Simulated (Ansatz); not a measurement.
# Si on Al(110): change of the work function

Wanted: Δφ(θ) for Si/Al(110), starting from the top site.

Program: Ansatz 0.2.0. Level of theory: plane-wave DFT, PBE-D3(BJ), Ansatz PAW. Results are calculated unless marked as measured.

Most raw output is cut from this account.

**1. Set-up**

The cell holds 5 atoms: 5 Al. Cell: a = 4.050 Å, b = 2.864 Å, c = 23.728 Å, α = 90.0°, β = 90.0°, γ = 90.0°. Vacuum lies along c.

**2. The clean slab**

The bare slab comes first, as the zero from which every change is counted. The two lowest layers are held at bulk places and the upper ones relax. The dipole correction removes the false field that a one-sided slab makes across the periodic vacuum, so each face gets a flat vacuum level of its own.

input.yaml reads:

```yaml
crystal:
  lattice:
    - [4.05, 0.0, 0.0]
    - [0.0, 2.8637824638, 0.0]
    - [0.0, 0.0, 23.7275649276]
  atoms:
    - { symbol: Al, position: [0.0, 0.0, 0.3793056737] }
    - { symbol: Al, position: [0.5, 0.5, 0.4396528368] }
    - { symbol: Al, position: [0.0, 0.0, 0.5] }
    - { symbol: Al, position: [0.5, 0.5, 0.5603471632] }
    - { symbol: Al, position: [0.0, 0.0, 0.6206943263] }
kpoints:
  mp_grid: { grid: [8, 10, 1] }
hamiltonian:
  xc: pbe
  dispersion: d3bj
scf:
  occupations: { method: fermi_dirac, width: 0.1 }
  convergence: { dr2_threshold: 1.0e-08 }
efield:
  axis: 3
  dipole_correction: true
  ramp_position: 0.97
  ramp_width: 0.06
relax:
  f_tol: 0.02
  max_steps: 60
  constraints: [{ sites: [0, 1] }]
output:
  write_potential: true
  write_density: true
  volumetric_format: npy
```

Started as:

```console
$ ansatz run input.yaml --threads 4 --pin off --max-ram 6144MiB --backend cpu --events-out ev --progress --plain --runs-dir out
```

It took 6.1 s on 4 threads of Arm Neoverse V2, shared host; peak memory 0.49 GiB; 23 s of CPU time.

The steps of the relaxation:

```
step  energy less that of the first step (eV)  largest force component (eV/Å)
   1                                   0.0000                          0.3062
   2                                  -0.0213                          0.0823
   3                                  -0.0228                          0.0071
```

Forces are held to the 4 operations that the run works with; a distortion that breaks them can't arise in this run.

The atoms that moved most (Å):

| atom | dx | dy | dz | length |
| --- | --- | --- | --- | --- |
| Al5 | 0.000 | 0.000 | -0.155 | 0.155 |
| Al3 | 0.000 | 0.000 | -0.058 | 0.058 |
| Al4 | 0.000 | 0.000 | -0.034 | 0.034 |

Numbers from this step:

| Item | Value |
| --- | --- |
| energy at zero smearing | -2687.2312 eV |
| work function, upper face | 4.002 eV |
| dipole along the normal | -2.63e-4 e·Å |

Running mean over 1.432 Å of the planar mean; the ramp of the sawtooth is left out. Electron's electrostatic potential energy less the Fermi level against z:

```csv
z (Å),electron's electrostatic potential energy less the Fermi level (eV)
3.0,4.00
3.5,4.00
4.0,4.00
4.5,4.00
5.0,4.00
5.5,3.99
6.0,3.96
6.5,3.88
7.0,3.59
7.5,2.69
8.0,0.669
8.5,-1.67
9.0,-3.65
9.5,-4.48
10.0,-4.69
10.5,-4.86
11.0,-4.95
11.5,-4.94
12.0,-4.76
12.5,-4.68
13.0,-4.80
13.5,-5.09
14.0,-5.02
14.5,-4.25
15.0,-2.12
15.5,0.306
16.0,2.47
16.5,3.52
17.0,3.85
17.5,3.96
18.0,3.99
18.5,4.00
19.0,4.00
19.5,4.00
20.0,4.00
20.5,4.00
```

The relaxation took 3 steps and lowered the energy by 0.023 eV; the largest force on the free atoms ends at 0.0071 eV/Å.

The work function of the upper face is 4.00 eV.

**3. Adsorbate added, k-mesh 3×4×1, coverage 0.111 ML**

System of this step: Si/Al(110). The cell holds 46 atoms: 45 Al and 1 Si. Its edges and angles: a = 12.150 Å, b = 8.591 Å, c = 26.008 Å, α = 90.0°, β = 90.0°, γ = 90.0°. Vacuum lies along c.

The clean slab as it ended is repeated in the plane and the adsorbate is set on one face; the cell's size fixes the coverage, and the k-mesh shrinks with it to keep the sampling density about even. Adsorbate and upper layers relax, since the dipole depends on the height.

input.yaml reads:

```yaml
crystal:
  lattice:
    - [12.15, 0.0, 0.0]
    - [0.0, 8.5913473914, 0.0]
    - [0.0, 0.0, 26.0083380696]
  atoms:
    - { symbol: Al, position: [0.0, 0.0, 0.3460428719] }
    - { symbol: Al, position: [0.1666666667, 0.1666666667, 0.4010979557] }
    - { symbol: Al, position: [0.0, 0.0, 0.4539409147] }
    - { symbol: Al, position: [0.1666666667, 0.1666666667, 0.509902513] }
    - { symbol: Al, position: [0.0, 0.0, 0.5602948574] }
    - { symbol: Al, position: [0.0, 0.3333333333, 0.3460428719] }
    - { symbol: Al, position: [0.1666666667, 0.5, 0.4010979557] }
    - { symbol: Al, position: [0.0, 0.3333333333, 0.4539409147] }
[... 34 atom lines left out ...]
    - { symbol: Al, position: [0.6666666667, 0.6666666667, 0.4539409147] }
    - { symbol: Al, position: [0.8333333333, 0.8333333333, 0.509902513] }
    - { symbol: Al, position: [0.6666666667, 0.6666666667, 0.5602948574] }
    - { symbol: Si, position: [0.0, 0.0, 0.6539571281] }
kpoints:
  mp_grid: { grid: [3, 4, 1] }
hamiltonian:
  xc: pbe
  dispersion: d3bj
scf:
  occupations: { method: fermi_dirac, width: 0.1 }
  convergence: { dr2_threshold: 1.0e-08 }
efield:
  axis: 3
  dipole_correction: true
  ramp_position: 0.97
  ramp_width: 0.06
relax:
  f_tol: 0.02
  max_steps: 60
  constraints:
    - { sites: [0, 1, 5, 6, 10, 11, 15, 16, 20, 21, 25, 26, 30, 31, 35, 36, 40, 41] }
output:
  bader: true
  write_potential: true
  write_density: true
  volumetric_format: npy
```

It took 5.4 min on 4 threads; peak memory 4.8 GiB.

Relaxation path:

```csv
step,energy less that of the first step (eV),largest force component (eV/Å)
1,0.0000,0.7736
2,-0.1122,0.1767
3,-0.1519,0.1432
4,-0.1553,0.0258
5,-0.1557,0.0086
```

Forces are held to the 4 operations that the run works with; a distortion that breaks them can't arise in this run.

The atoms that moved most (Å):

```
atom      dx      dy      dz  length
Si46   0.000   0.000  -0.370   0.370
 Al5   0.000   0.000  -0.271   0.271
Al15   0.000   0.072   0.147   0.163
Al10   0.000  -0.072   0.147   0.163
 Al3   0.000   0.000  -0.092   0.092
Al20  -0.072   0.000  -0.001   0.072
Al35   0.072   0.000  -0.001   0.072
 Al9  -0.053   0.000   0.036   0.064
```

Numbers from this step:

```
energy at zero smearing        : -24819.0204 eV
work function, upper face      : 4.340 eV
work function, lower face      : 4.025 eV
dipole along the normal        : -0.1818 e·Å
step between the vacuum levels : 0.3152 eV
```

Running mean over 1.432 Å of the planar mean; the ramp of the sawtooth is left out. Electron's electrostatic potential energy less the Fermi level against z:

| z (Å) | electron's electrostatic potential energy less the Fermi level (eV) |
| --- | --- |
| 4 | 4.02 |
| 5 | 4.02 |
| 6 | 3.99 |
| 7 | 3.62 |
| 8 | 0.716 |
| 9 | -3.57 |
| 10 | -4.62 |
| 11 | -4.89 |
| 12 | -4.69 |
| 13 | -4.75 |
| 14 | -4.89 |
| 15 | -1.95 |
| 16 | 1.96 |
| 17 | 3.15 |
| 18 | 4.12 |
| 19 | 4.32 |
| 20 | 4.34 |
| 21 | 4.34 |
| 22 | 4.34 |

The relaxation took 5 steps and lowered the energy by 0.16 eV; the largest force on the free atoms ends at 0.0086 eV/Å.

The covered face has 4.34 eV, +0.34 eV against the clean one; the bare back face has moved by +0.03 eV, a measure of how thin the slab is.

**4. The covered slab, k-mesh 4×5×1, coverage 0.25 ML**

System of this step: Si/Al(110). The cell holds 21 atoms: 20 Al and 1 Si. Cell: a = 8.100 Å, b = 5.728 Å, c = 26.008 Å, α = 90.0°, β = 90.0°, γ = 90.0°. Vacuum lies along c.

Another coverage, to see how the dipoles act on each other as their distance changes.

input.yaml reads:

```yaml
crystal:
  lattice:
    - [8.1, 0.0, 0.0]
    - [0.0, 5.7275649276, 0.0]
    - [0.0, 0.0, 26.0083380696]
  atoms:
    - { symbol: Al, position: [0.0, 0.0, 0.3460428719] }
    - { symbol: Al, position: [0.25, 0.25, 0.4010979557] }
    - { symbol: Al, position: [0.0, 0.0, 0.4539409147] }
    - { symbol: Al, position: [0.25, 0.25, 0.509902513] }
    - { symbol: Al, position: [0.0, 0.0, 0.5602948574] }
    - { symbol: Al, position: [0.0, 0.5, 0.3460428719] }
    - { symbol: Al, position: [0.25, 0.75, 0.4010979557] }
    - { symbol: Al, position: [0.0, 0.5, 0.4539409147] }
    - { symbol: Al, position: [0.25, 0.75, 0.509902513] }
    - { symbol: Al, position: [0.0, 0.5, 0.5602948574] }
    - { symbol: Al, position: [0.5, 0.0, 0.3460428719] }
    - { symbol: Al, position: [0.75, 0.25, 0.4010979557] }
    - { symbol: Al, position: [0.5, 0.0, 0.4539409147] }
    - { symbol: Al, position: [0.75, 0.25, 0.509902513] }
    - { symbol: Al, position: [0.5, 0.0, 0.5602948574] }
    - { symbol: Al, position: [0.5, 0.5, 0.3460428719] }
    - { symbol: Al, position: [0.75, 0.75, 0.4010979557] }
    - { symbol: Al, position: [0.5, 0.5, 0.4539409147] }
    - { symbol: Al, position: [0.75, 0.75, 0.509902513] }
    - { symbol: Al, position: [0.5, 0.5, 0.5602948574] }
    - { symbol: Si, position: [0.0, 0.0, 0.6539571281] }
kpoints:
  mp_grid: { grid: [4, 5, 1] }
hamiltonian:
  xc: pbe
  dispersion: d3bj
scf:
  occupations: { method: fermi_dirac, width: 0.1 }
  convergence: { dr2_threshold: 1.0e-08 }
efield:
  axis: 3
  dipole_correction: true
  ramp_position: 0.97
  ramp_width: 0.06
relax:
  f_tol: 0.02
  max_steps: 60
  constraints: [{ sites: [0, 1, 5, 6, 10, 11, 15, 16] }]
output:
  bader: true
  dos: { projected: true, e_range: [-8, 4] }
  write_potential: true
  write_density: true
  volumetric_format: npy
  elf: true
```

It took 1.7 min on 4 threads; peak memory 1.9 GiB; 6.6 min of CPU time.

The steps of the relaxation:

```csv
step,energy less that of the first step (eV),largest force component (eV/Å)
1,0.0000,0.7238
2,-0.1246,0.2162
3,-0.1535,0.0967
4,-0.1551,0.0388
5,-0.1554,0.0083
```

The run keeps the 4 symmetry operations that it works with, so distortions that break them were not tested.

The atoms that moved most (Å):

```csv
atom,dx,dy,dz,length
Al10,0.000,0.000,0.314,0.314
Si21,0.000,0.000,-0.310,0.310
Al5,0.000,0.000,-0.210,0.210
Al8,0.000,0.000,0.078,0.078
Al15,0.000,0.000,0.068,0.068
Al20,0.000,0.000,0.055,0.055
Al3,0.000,0.000,-0.054,0.054
Al19,-0.013,-0.024,0.021,0.034
```

The relaxed structure:

```cif
data_structure
_symmetry_space_group_name_H-M 'P 1'
_symmetry_Int_Tables_number 1
_cell_length_a 8.1000
_cell_length_b 5.7276
_cell_length_c 26.0083
_cell_angle_alpha 90.000
_cell_angle_beta 90.000
_cell_angle_gamma 90.000
_cell_volume 1206.61
loop_
_atom_site_label
_atom_site_type_symbol
_atom_site_fract_x
_atom_site_fract_y
_atom_site_fract_z
_atom_site_occupancy
Al1 Al 0.00000 0.00000 0.34604 1
Al2 Al 0.25000 0.25000 0.40110 1
Al3 Al 0.00000 0.00000 0.45187 1
Al4 Al 0.25162 0.25412 0.51069 1
Al5 Al 0.00000 0.00000 0.55222 1
Al6 Al 0.00000 0.50000 0.34604 1
Al7 Al 0.25000 0.75000 0.40110 1
Al8 Al 0.00000 0.50000 0.45695 1
Al9 Al 0.25162 0.74588 0.51069 1
Al10 Al 0.00000 0.50000 0.57236 1
Al11 Al 0.50000 0.00000 0.34604 1
Al12 Al 0.75000 0.25000 0.40110 1
Al13 Al 0.50000 0.00000 0.45503 1
Al14 Al 0.74838 0.25412 0.51069 1
Al15 Al 0.50000 0.00000 0.56289 1
Al16 Al 0.50000 0.50000 0.34604 1
Al17 Al 0.75000 0.75000 0.40110 1
Al18 Al 0.50000 0.50000 0.45430 1
Al19 Al 0.74838 0.74588 0.51069 1
Al20 Al 0.50000 0.50000 0.56241 1
Si21 Si 0.00000 0.00000 0.64203 1
```

Numbers from this step:

```yaml
energy_at_zero_smearing: -11382.6812 eV
work_function_upper_face: 4.596 eV
work_function_lower_face: 4.024 eV
dipole_along_the_normal: -0.1465 e·Å
step_between_the_vacuum_levels: 0.5716 eV
```

The density of states has structure finer than the step of the table below, so its rows give means over 0.25 eV, whole bins alone (the curve runs from -8 to 1.98 eV). Peaks (eV: height): -7.010: 32.4, -3.790: 15.3, -2.080: 15.3, -0.120: 36.6, 0.240: 18.0, 0.870: 14.9, 1.350: 18.2.

Density of states against energy, zero at the Fermi level; means over each step:

| energy (eV) | density of states (states/eV a cell) |
| --- | --- |
| -7.75 | 5.25 |
| -7.50 | 4.45 |
| -7.25 | 4.09 |
| -7.00 | 7.24 |
| -6.75 | 4.77 |
| -6.50 | 5.38 |
| -6.25 | 4.61 |
| -6.00 | 5.66 |
| -5.75 | 5.20 |
| -5.50 | 7.25 |
| -5.25 | 6.75 |
| -5.00 | 5.66 |
| -4.75 | 5.84 |
| -4.50 | 6.33 |
| -4.25 | 7.66 |
| -4.00 | 4.48 |
| -3.75 | 8.73 |
| -3.50 | 5.29 |
| -3.25 | 9.16 |
| -3.00 | 4.61 |
| -2.75 | 8.08 |
| -2.50 | 9.63 |
| -2.25 | 11.0 |
| -2.00 | 11.7 |
| -1.75 | 5.20 |
| -1.50 | 7.92 |
| -1.25 | 10.1 |
| -1.00 | 10.1 |
| -0.75 | 8.75 |
| -0.50 | 6.82 |
| -0.25 | 9.74 |
| 0.00 | 11.0 |
| 0.25 | 13.9 |
| 0.50 | 11.8 |
| 0.75 | 12.7 |
| 1.00 | 10.6 |
| 1.25 | 12.5 |
| 1.50 | 9.50 |
| 1.75 | 9.17 |

Projected DOS per atom over height of the atomic layer and energy from the Fermi level. Layers: Al4 Al4 Al4 Al4 Al3 Al Si from below.

Ten even steps from '0' (0.12 states/eV) to '9' (2.05 states/eV), each cell a mean:
```
2111123
3111225
2111114
2121226
2001139
1000115
1111123
1111112
1111113
2111221
1101111
1101110
1111110
0110000
1000000
0000000
0111000
0000000
0000000
0000003
0000002
0000000
```
Columns: height of the atomic layer (Å) from 9 to 16.7 (not evenly spaced); rows upwards: energy from the Fermi level (eV) from -7.96 to 1.95.

Electrostatic potential energy in the ca plane at fractional y = 0.000, with atoms of Al and Si within 0.2 Å of it. With pseudopotentials it is smooth inside the atoms' cores, unlike the true potential.

Ten even steps from '0' (-20 eV) to '9' (4 eV), each cell a mean:
```
62143047512411561242153000038999999999999999
74100367630014774101376200168999999999999999
87545688865457887545788655689999999999999999
98888888888888888788899888899999999999999999
99998887788888878889999999999999999999999999
99999887788988877889999999999999999999999999
99988888888888888888899999999999999999999999
98767788877677888776789999999999999999999999
86312478763125787521258999999999999999999999
73021157620211676112026899999999999999999999
61254047512530475035206899999999999999999999
62143047611421575024116899999999999999999999
74100268741003687300147899999999999999999999
87545688875456888654578999999999999999999999
98888888888888888888889999999999999999999999
99999887788888878889999999999999999999999999
99999887788988877889999999999999999999999999
99888888888888888888999999999999999999999999
98767788876677887767898877789999999999999999
86322578752136776322577421479999999999999999
73021157611202662021265000048999999999999999
61254046404521551364142000027999999999999999
```
Columns run along c (16.0 Å, from fractional 0.30 to 0.91 of the cell; values clipped at the 3rd and 97th percentile), rows up along a (8.1 Å). Atoms in or near the plane, at fractional coordinates: Al at (0.35, 0.00), Al at (0.45, 0.00), Al at (0.55, 0.00), Al at (0.35, 0.50), Al at (0.46, 0.50), Al at (0.56, 0.50), Si at (0.64, 0.00).

Valence density in the ca plane at fractional y = 0.000, with atoms of Al and Si within 0.2 Å of it. It is the smooth field of the valence electrons, not physical close to the nuclei.

Values in e/Å³, 12 rows by 16 columns, each cell a mean:
```
0.12 0.12 0.22 0.18 0.15 0.25 0.14 0.25 0.36 0.31 0.13 0.01 0.00 0.00 0.00 0.00
0.08 0.17 0.20 0.20 0.18 0.20 0.20 0.14 0.18 0.18 0.05 0.00 0.00 0.00 0.00 0.00
0.03 0.10 0.18 0.16 0.13 0.18 0.15 0.06 0.04 0.03 0.01 0.00 0.00 0.00 0.00 0.00
0.04 0.12 0.18 0.16 0.14 0.18 0.16 0.07 0.02 0.01 0.00 0.00 0.00 0.00 0.00 0.00
0.10 0.18 0.20 0.20 0.19 0.20 0.20 0.13 0.04 0.00 0.00 0.00 0.00 0.00 0.00 0.00
0.13 0.10 0.20 0.17 0.11 0.21 0.15 0.11 0.07 0.01 0.00 0.00 0.00 0.00 0.00 0.00
0.12 0.12 0.20 0.19 0.13 0.21 0.17 0.12 0.06 0.01 0.00 0.00 0.00 0.00 0.00 0.00
0.08 0.17 0.19 0.19 0.18 0.19 0.19 0.12 0.03 0.00 0.00 0.00 0.00 0.00 0.00 0.00
0.03 0.11 0.18 0.16 0.13 0.18 0.15 0.06 0.02 0.01 0.00 0.00 0.00 0.00 0.00 0.00
0.04 0.12 0.19 0.17 0.14 0.18 0.16 0.08 0.06 0.06 0.02 0.00 0.00 0.00 0.00 0.00
0.10 0.17 0.21 0.21 0.18 0.22 0.20 0.18 0.24 0.25 0.07 0.01 0.00 0.00 0.00 0.00
0.13 0.10 0.22 0.17 0.13 0.26 0.12 0.27 0.37 0.27 0.14 0.01 0.00 0.00 0.00 0.00
```
Columns run along c (16.0 Å, from fractional 0.30 to 0.91 of the cell), rows up along a (8.1 Å). Atoms in or near the plane, at fractional coordinates: Al at (0.35, 0.00), Al at (0.45, 0.00), Al at (0.55, 0.00), Al at (0.35, 0.50), Al at (0.46, 0.50), Al at (0.56, 0.50), Si at (0.64, 0.00).

ELF in the ca plane at fractional y = 0.000, with atoms of Al and Si within 0.2 Å of it. It is the smooth field of the valence electrons, not physical close to the nuclei.

Ten even steps from '0' (0.00) to '9' (0.97), each cell a mean:
```
87221366640115775011598647899986310000000000
87533666663136676423688768999975310000000000
66666666665445566655566778999864200000000000
34455565554334556654334567887642100000000000
11234555543223455542212235555421000000000000
01224555543223455532111111222110000000000000
22345555543334456544321000000000000000000000
56666665555455556666654210000000000000000000
77656666665346666665677521000000000000000000
87311466652014666411278742000000000000000000
87242256640213665214268752000000000000000000
87221256651104666312268752000000000000000000
87533566663235666643477631000000000000000000
67766665665555566666665310000000000000000000
34555665554444556655432100000000000000000000
11234555543223455543211000111000000000000000
01224555543223455532111123443211000000000000
22345555544333456543223456776532100000000000
45666666655444566655555678998763100000000000
77655666664346667644677778999875210000000000
87311466651015775201688757999986310000000000
87242256630204774021599657899986310000000000
```
Columns run along c (16.0 Å, from fractional 0.30 to 0.91 of the cell), rows up along a (8.1 Å). Atoms in or near the plane, at fractional coordinates: Al at (0.35, 0.00), Al at (0.45, 0.00), Al at (0.55, 0.00), Al at (0.35, 0.50), Al at (0.46, 0.50), Al at (0.56, 0.50), Si at (0.64, 0.00).

The relaxation took 5 steps and lowered the energy by 0.16 eV; the largest force on the free atoms ends at 0.0083 eV/Å.

By hand: a sheet of dipoles makes a step −p/(ε₀A) in the electron's potential. With e/ε₀ = 180.95 V·Å, p = -0.1465 e·Å and A = 46.39 Å², that is −180.95 × (-0.1465) / 46.39 = +0.572 eV, and the two vacuum levels of the run differ by +0.572 eV.

The covered face has 4.60 eV, +0.59 eV against the clean one; the bare back face has moved by +0.03 eV, a measure of how thin the slab is.

**5. The covered slab, k-mesh 4×5×1, coverage 0.5 ML**

System of this step: Si/Al(110). The cell holds 22 atoms: 20 Al and 2 Si. Cell: a = 8.100 Å, b = 5.728 Å, c = 26.008 Å, α = 90.0°, β = 90.0°, γ = 90.0°. Vacuum lies along c.

Changes to input.yaml since step 4:

```diff
@@ -27,2 +27,3 @@
     - { symbol: Si, position: [0.0, 0.0, 0.6539571281] }
+    - { symbol: Si, position: [0.5, 0.5, 0.6539571281] }
 kpoints:
@@ -50,2 +51 @@
   volumetric_format: npy
-  elf: true
```

Wall time 99 s (4 threads); peak memory 1.9 GiB; 6.5 min of CPU time.

The steps of the relaxation:

```csv
step,energy less that of the first step (eV),largest force component (eV/Å)
1,0.0000,0.5299
2,-0.2225,0.2456
3,-0.2864,0.0756
4,-0.2974,0.0612
5,-0.2980,0.0147
```

Forces are held to the 8 operations that the run works with; a distortion that breaks them can't arise in this run.

The atoms that moved most (Å):

```
atom     dx     dy      dz  length
Al15  0.000  0.000   0.444   0.444
Al10  0.000  0.000   0.444   0.444
Si21  0.000  0.000  -0.242   0.242
Si22  0.000  0.000  -0.242   0.242
 Al5  0.000  0.000  -0.166   0.166
Al20  0.000  0.000  -0.166   0.166
Al13  0.000  0.000   0.103   0.103
 Al8  0.000  0.000   0.103   0.103
```

The relaxed structure:

```
Al Si
1.0
     8.10000    0.00000    0.00000
     0.00000    5.72756    0.00000
     0.00000    0.00000   26.00834
Al Si
20 2
Direct
  0.00000 0.00000 0.34604
  0.25000 0.25000 0.40110
  0.00000 0.00000 0.45241
  0.25000 0.25000 0.51104
  0.00000 0.00000 0.55392
  0.00000 0.50000 0.34604
  0.25000 0.75000 0.40110
  0.00000 0.50000 0.45790
  0.25000 0.75000 0.51104
  0.00000 0.50000 0.57737
  0.50000 0.00000 0.34604
  0.75000 0.25000 0.40110
  0.50000 0.00000 0.45790
  0.75000 0.25000 0.51104
  0.50000 0.00000 0.57737
  0.50000 0.50000 0.34604
  0.75000 0.75000 0.40110
  0.50000 0.50000 0.45241
  0.75000 0.75000 0.51104
  0.50000 0.50000 0.55392
  0.00000 0.00000 0.64467
  0.50000 0.50000 0.64467
```

The relaxation took 5 steps and lowered the energy by 0.30 eV; the largest force on the free atoms ends at 0.015 eV/Å.

The covered face has 4.88 eV, +0.87 eV against the clean one; the bare back face has moved by +0.09 eV, a measure of how thin the slab is.

(Continued in part 2 of 2.)

[Logs are printed without paths, hosts, clocks, repeated set-up lines and the standing remarks that a program may print on its own settings, such as how far it seeks lower states.]

[Hosts, paths, dates, database ids (printed as entryN), source tags and the programs' standing remarks are cut or masked in the printed files.]

[Maps of the electrostatic potential energy from Ansatz leave out the sawtooth potential of an applied field or a dipole correction, so their vacuum need not be flat; planar profiles and work functions include it.]

[The density of states shown here was stored with 400 of the rows of the run's finer table, so its peaks can read low, often by over a quarter, or be missed, and its means over a window can be off by a tenth or more.]
